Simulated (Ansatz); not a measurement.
# CoSi2 (Fm-3m): Grüneisen parameters, part 2 of 2

Wanted: mode Grüneisen parameters of CoSi2 (Fm-3m).

Ansatz 0.2.0; DFT PBEsol, scalar-relativistic, plane waves, PAW; PAW set soft_1.

So far, highest frequency on the path or at a solved wavevector (cm⁻¹): step 2 (the dispersion) 398; step 4 (phonons at the other volume, volume ratio 0.97) 424.

The database entry behind the starting cell differs from later determinations by our own check (0.1 to 0.3 % short, probably kX units), so it need not match the best structure at ambient conditions.

### Step 5. Relaxing at another volume, volume ratio 1.03

The volume is scaled by 1.03 and held; symmetry leaves nothing to relax, so this is a single point. The modes can then be followed against volume.

input.yaml

```yaml
crystal:
  lattice:
    - [0.0, 2.6825764865, 2.6825764865]
    - [2.6825764865, 0.0, 2.6825764865]
    - [2.6825764865, 2.6825764865, 0.0]
  atoms:
    - { symbol: Co, position: [0.0, 0.0, 0.0] }
    - { symbol: Si, position: [0.25, 0.25, 0.25] }
    - { symbol: Si, position: [0.75, 0.75, 0.75] }
kpoints:
  mp_grid: { grid: [16, 16, 16] }
hamiltonian:
  xc: pbesol
  pseudopotentials: { kind: paw, azcp: { folder: soft_1 }, xc_functional: pbe }
scf:
  occupations: { method: methfessel_paxton, width: 0.2 }
output:
  forces: true
  stress: true
  eigenvalues: true
```

The run is started by

```sh
$ ansatz run input.yaml --threads 4 --pin off --max-ram 10240MiB --backend cpu --events-out ev --progress --plain --runs-dir out
```

Numbers of over 12 decimals in the logs are rounded to 6 here.

Output:

```text
[...]
Crystal: 3 atoms, lattice volume = 38.609 Å³
Basis set: ecut = 420 eV, 749 PW (Γ), exchange–correlation on 54×54×54 points (8 copies of the dense FFT grid, shifted against one another)
Bands: 17, of which v1, the nominal top of the filled ones, is band 13 counted from 1 (12 counted from 0)
Symmetry: 48 space group operations
[...]
k-points: 145 of 4096
[...]
--- Band table (eV; the first three rows and the last of 145) ---
  k-point 0: bands = [... 9 lower, 10.7998, 13.4098, 16.0999, 16.0999, 16.0999, 16.1101, 16.1101, 16.1101]
  k-point 1: bands = [... 9 lower, 10.7811, 13.4779, 14.9937, 15.5402, 15.5402, 16.6913, 16.6913, 17.2528]
  k-point 2: bands = [... 9 lower, 10.7336, 13.3355, 14.3489, 14.9926, 14.9927, 17.1051, 17.1051, 17.8973]
  k-point 144: bands = [... 9 lower, 10.3922, 10.7328, 11.2490, 12.0234, 16.3118, 16.3118, 18.4487, 19.2613]
[key lines of the parts left out:]
SCF converged after 9 iterations
Free energy (F): -6337.702389 eV
Fermi energy:    12.668001 eV
P = ⅓ Tr σ = -5.3827 GPa (-53.827 kbar)
```

Elapsed: 1.7 s, on 4 threads of Arm Neoverse V1, shared host; peak memory 0.34 GiB; 5.9 s of CPU time.

This step gave:

```
pressure        : -5.383 GPa
volume per atom : 12.87 Å³
```

The run ends at a pressure of -5.38 GPa.

### Step 6. Phonons at the other volume, volume ratio 1.03

The phonons are repeated at this volume on the same k and q meshes.

input.yaml, as its differences from that of step 5:

```diff
@@ -17,4 +17,11 @@
 output:
-  forces: true
-  stress: true
   eigenvalues: true
+phonons:
+  method: dfpt
+  qmesh: [4, 4, 4]
+  temperatures: { t_max: 1000, t_step: 50 }
+  qpath:
+    path:
+      - [[0.0, 0.0, 0.0], [0.5, 0.0, 0.5], [0.625, 0.25, 0.625]]
+      - [[0.375, 0.375, 0.75], [0.0, 0.0, 0.0], [0.5, 0.5, 0.5], [0.5, 0.25, 0.75], [0.5, 0.0, 0.5]]
+    npoints: 10
```

Output:

```text
[...]
Crystal: 3 atoms, lattice volume = 38.609 Å³
Basis set: ecut = 420 eV, 749 PW (Γ), exchange–correlation on 54×54×54 points (8 copies of the dense FFT grid, shifted against one another)
Bands: 17, of which v1, the nominal top of the filled ones, is band 13 counted from 1 (12 counted from 0)
Symmetry: 48 space group operations
k-points: 145 of 4096
[...]
k-point 144: bands = [... 9 lower, 10.3922, 10.7328, 11.2491, 12.0234, 16.3119, 16.3119, 18.4487, 19.2613]
[...]
ASR residual: 2.292e-5 → 0.000e0 eV/Å²; symmetrization residual: 9.054e-7 eV/Å²
  ASR residual per site (eV/Å²): 2.19e-5 2.29e-5 2.29e-5
  Γ frequencies (cm⁻¹): 0.00 0.00 0.00 322.06 322.06 322.06 323.34 323.34 323.34
--- Phonons (arbitrary-q DFPT): 8 irreducible q on the 4×4×4 mesh ---
[...]
interpolated dispersion: 62 rows × 9 modes
[...]
[key lines of the parts left out:]
SCF converged after 10 iterations
Free energy (F): -6337.702389 eV
Fermi energy:    12.668022 eV
```

The job ended after 9.9 min (4 threads; peak memory 5.7 GiB).

This step gave:

```
sum-rule residual before enforcement                    : 2.29e-5 eV/Å²
highest frequency on the path or at a solved wavevector : 372.6 cm⁻¹
mean frequency                                          : 273.9 cm⁻¹
Debye temperature (second moment)                       : 531 K
logarithmic mean frequency                              : 257 cm⁻¹
highest optical mode at the zone centre (no LO-TO term) : 323.3 cm⁻¹
lowest optical zone-centre mode                         : 322.1 cm⁻¹
lowest mode on the q mesh (acoustic modes at Γ apart)   : 83.68 cm⁻¹
zero-point energy per atom                              : 50.93 meV
heat capacity at 300 K                                  : 21.45 J/(mol atoms K)
vibrational entropy at 300 K                            : 21.57 J/(mol atoms K)
```

Frequencies (cm⁻¹) solved at each irreducible wavevector; negative means imaginary. Frequencies by wavevector, by row:

```
q in reciprocal lattice units  star  mode 1  mode 2  mode 3  mode 4  mode 5  mode 6  mode 7  mode 8  mode 9
                        0 0 0     1       0       0       0   322.1   322.1   322.1   323.3   323.3   323.3
                     0 0 0.25     8    83.7    83.7   187.6   299.2   304.7   304.7   339.9   339.9   356.2
                     0 0 -0.5     4   114.9   114.9   295.7   305.1   305.1     330   343.6   345.1   345.1
                  0 0.25 0.25     6   120.2   120.2   191.8   284.8   284.8   298.2   353.1   353.1   356.4
                  0 0.25 -0.5    24   148.9   178.6   262.5   268.8     279   303.6   359.1   359.2   367.7
                 0 0.25 -0.25    12   119.1   162.5   237.1   262.2   301.9   333.3   335.5   346.3   371.4
                  0 -0.5 -0.5     3   183.6   183.6   251.8   263.7   263.7   279.4   365.5   365.5   366.6
              0.25 -0.5 -0.25     6   176.9   227.4   227.4   250.4   264.3   330.1   330.1   362.9   372.6
```

The highest optical mode at the zone centre (no LO-TO term) is 323.3 cm⁻¹, -19.9 cm⁻¹ against the base run.

### Step 7. Grüneisen parameters

The Grüneisen parameter of a mode is minus the logarithmic change of its frequency with volume, −d ln ω / d ln V; weighted by heat capacity it gives the expansion.

Numbers from this step:

```
bulk modulus : 195.4 GPa
```

The phonon branches at the labelled points (cm⁻¹):

```
    point  branch 1  branch 2  branch 3  branch 4  branch 5  branch 6  branch 7  branch 8  branch 9
        Γ         0         0         0       342       342       342       343       343       343
  halfway       124       124       203       301       301       314       376       376       377
        X       192       192       264       277       277       294       389       390       390
  halfway       184       205       265       271       279       302       385       388       392
        U       167       234       248       268       288       321       380       384       392
jump to K       167       234       248       268       288       321       380       384       392
  halfway        98       128       216       288       330       332       358       364       387
        Γ         0         0         0       342       342       342       343       343       343
  halfway        87        87       197       316       323       323       361       361       378
        L       120       120       308       322       322       350       360       367       367
  halfway       147       178       283       284       300       351       356       385       387
        W       185       236       236       263       277       351       351       384       398
  halfway       190       205       264       268       277       311       381       385       395
        X       192       192       264       277       277       294       389       390       390
```

The same for volume x 0.97:

```
point  branch 1  branch 2  branch 3  branch 4  branch 5  branch 6  branch 7  branch 8  branch 9
    Γ         0         0         0       363       363       363       364       364       364
    X       200       200       278       290       290       309       412       416       416
    U       174       243       258       281       303       340       402       409       417
    K       174       243       258       281       303       340       402       409       417
    Γ         0         0         0       363       363       363       364       364       364
    L       125       125       320       340       340       371       378       389       389
    W       193       246       246       277       290       372       372       407       424
    X       200       200       278       290       290       309       412       416       416
```

The same for volume x 1.03:

```
point  branch 1  branch 2  branch 3  branch 4  branch 5  branch 6  branch 7  branch 8  branch 9
    Γ         0         0         0       322       322       322       323       323       323
    X       184       184       252       264       264       279       366       366       367
    U       160       225       239       255       274       303       359       360       369
    K       160       225       239       255       274       303       359       360       369
    Γ         0         0         0       322       322       322       323       323       323
    L       115       115       296       305       305       330       344       345       345
    W       177       228       228       250       264       330       330       363       373
    X       184       184       252       264       264       279       366       366       367
```

The first set of phonon branches as a text plot (rows in cm⁻¹):

```
    415 |
    397 |        ***************                       **********
    380 |      *****  *******   **         *****   **************
    362 |  ****             *********    ***************   *
    344 |***                *  * *********     **** ********
    327 | *****           **   *******  ***********         **
    309 |   *****      ***  ***   **       **   ******        *
    291 |       *******  ***    **                  *****      **
    274 |         **************               *       **********
    256 |        *   ** *******               *         *********
    238 |       *         *    *                         ***
    221 |               ** *    *            *             **
    203 |      *       *    *               *          **    **
    185 |         *******        *                    *  ********
    168 |    **  *       **  **            *         *  *
    150 |       *          **  *  **                * **
    132 |   *  *             ** *         *        ***
    115 |                      *              *****
     97 |    **                 **  *        *
     79 |  **                    ***     * **
     62 |  *                      ***     *
     44 | *                         **  **
     26 | *                          *  *
      9 |*                            **
         Γ           X  U|K            Γ         L        W     X
```

Mode Grueneisen parameter -dln(w)/dln(V), modes matched by rank; at Γ the acoustic branches take the value of a neighbouring point of the path. Mode grüneisen parameters along the path, in :

```
    point  branch 1  branch 2  branch 3  branch 4  branch 5  branch 6  branch 7  branch 8  branch 9
        Γ      0.73      0.73      1.95      1.99      1.99      1.99      1.97      1.97      1.97
  halfway      1.03      1.03      1.85      1.86      1.86      1.73      2.00      2.09      1.94
        X      1.39      1.39      1.63      1.58      1.58      1.70      2.01      2.14      2.09
  halfway      1.41      1.32      1.63      1.37      1.60      1.87      1.98      2.13      2.07
        U      1.47      1.29      1.21      1.64      1.66      1.96      1.89      2.11      2.06
jump to K      1.47      1.29      1.21      1.64      1.66      1.96      1.89      2.11      2.06
  halfway      1.29      0.99      1.70      1.89      1.82      1.78      2.02      2.00      1.96
        Γ      1.11      0.75      1.70      1.99      1.99      1.99      1.97      1.97      1.97
  halfway      1.15      1.15      1.57      1.76      1.94      1.94      1.99      1.99      1.93
        L      1.40      1.40      1.33      1.81      1.81      1.95      1.57      2.01      2.01
  halfway      1.40      1.27      1.55      1.50      1.72      1.87      1.98      1.89      2.03
        W      1.43      1.28      1.28      1.68      1.57      2.01      2.01      1.91      2.15
  halfway      1.39      1.32      1.64      1.33      1.58      1.94      2.09      1.95      2.13
        X      1.39      1.39      1.63      1.58      1.58      1.70      2.01      2.14      2.09
```

The mode Grüneisen parameters as a text plot (rows in , shown from 0.8 to 2.1 only):

```
   2.11 |      ************                            **   *****
   2.05 |   ***     * **********                      *     **
   2.00 |***   *    ****   **  ****************************** ***
   1.94 |*******        ***  *********   *****   **    ********
   1.88 |   ****  **   *  *     ****      *  ** * ** ****
   1.82 |      ***         *******         * *********
   1.77 |    **  ***  *      ****           ** **   **         *
   1.71 |      ***  **     **   ********      **  *   ******    *
   1.65 |        ***** * ***   *                    *  **   * *
   1.59 |         *******               *****    *   *   ********
   1.53 |             * *    **              *        *         *
   1.48 |                ****                 *     ***        *
   1.42 |              **   ***                * *    ********
   1.36 |           *****  *   *               ** ****       ****
   1.30 |         **   ****     *             *  ***** *******
   1.25 |                *       *           *        **** *
   1.19 |        *        **      **
   1.13 |       *           *       ****    *
   1.07 |                    ***           *
   1.02 |      *                *         *
   0.96 |    **                         **
   0.90 |                        *
   0.84 |   *                     **
   0.78 |  *                        *
         Γ           X  U|K            Γ         L        W     X
```

(dS/dlnV)/C_V. The thermodynamic Grueneisen parameter by temperature:

```
temperature (K)  thermodynamic Grueneisen parameter
             50                                1.29
            100                                1.52
            150                                1.61
            200                                1.65
            250                                1.67
            300                                1.68
            350                                1.68
            400                                1.69
            450                                1.69
            500                                1.69
            550                                1.69
            600                                1.69
            650                                1.70
            700                                1.70
            750                                1.70
            800                                1.70
            850                                1.70
            900                                1.70
            950                                1.70
           1000                                1.70
```

Gamma C_V/(B V) at the static volume. Volume expansion against temperature:

```
temperature (K)  volume expansion (1e-6/K)
             50                       1.65
            100                       8.24
            150                       15.0
            200                       19.5
            250                       22.3
            300                       24.0
            350                       25.2
            400                       26.0
            450                       26.6
            500                       27.0
            550                       27.3
            600                       27.5
            650                       27.7
            700                       27.9
            750                       28.0
            800                       28.1
            850                       28.2
            900                       28.2
            950                       28.3
           1000                       28.4
```

### Step 8. Outcome

```json
{
  "bulk modulus": "195 GPa",
  "thermodynamic Grüneisen parameter at 300 K": "1.676",
  "volume expansion at 300 K, estimated": "24.04 × 10⁻⁶ K⁻¹"
}
```

**Reading.** By this estimate the volume grows by 24.0 × 10⁻⁶ per kelvin at 300 K. The highest optical mode at Γ goes from 364 to 323 cm⁻¹ as the cell grows, a Grüneisen parameter of 1.97. Mode parameters on the path run from 0.73 to 2.1, with a median of 1.8. Branches are matched by rank, so values near crossings are rough. The expansion is the Grüneisen estimate at the static volume, with the static bulk modulus. With no gap, or one that is small against the smearing, the frequencies hang on the k mesh and the smearing, most of all near Kohn anomalies. The phonon runs are without spin polarisation, although the cell has an odd electron count. The PAW files were made for PBE and serve the other functionals too.

[Logs are printed without paths, hosts, clocks, repeated set-up lines and the standing remarks that a program may print on its own settings, such as how far it seeks lower states.]

[Hosts, paths, dates, database ids (printed as entryN), source tags and the programs' standing remarks are cut or masked in the printed files.]
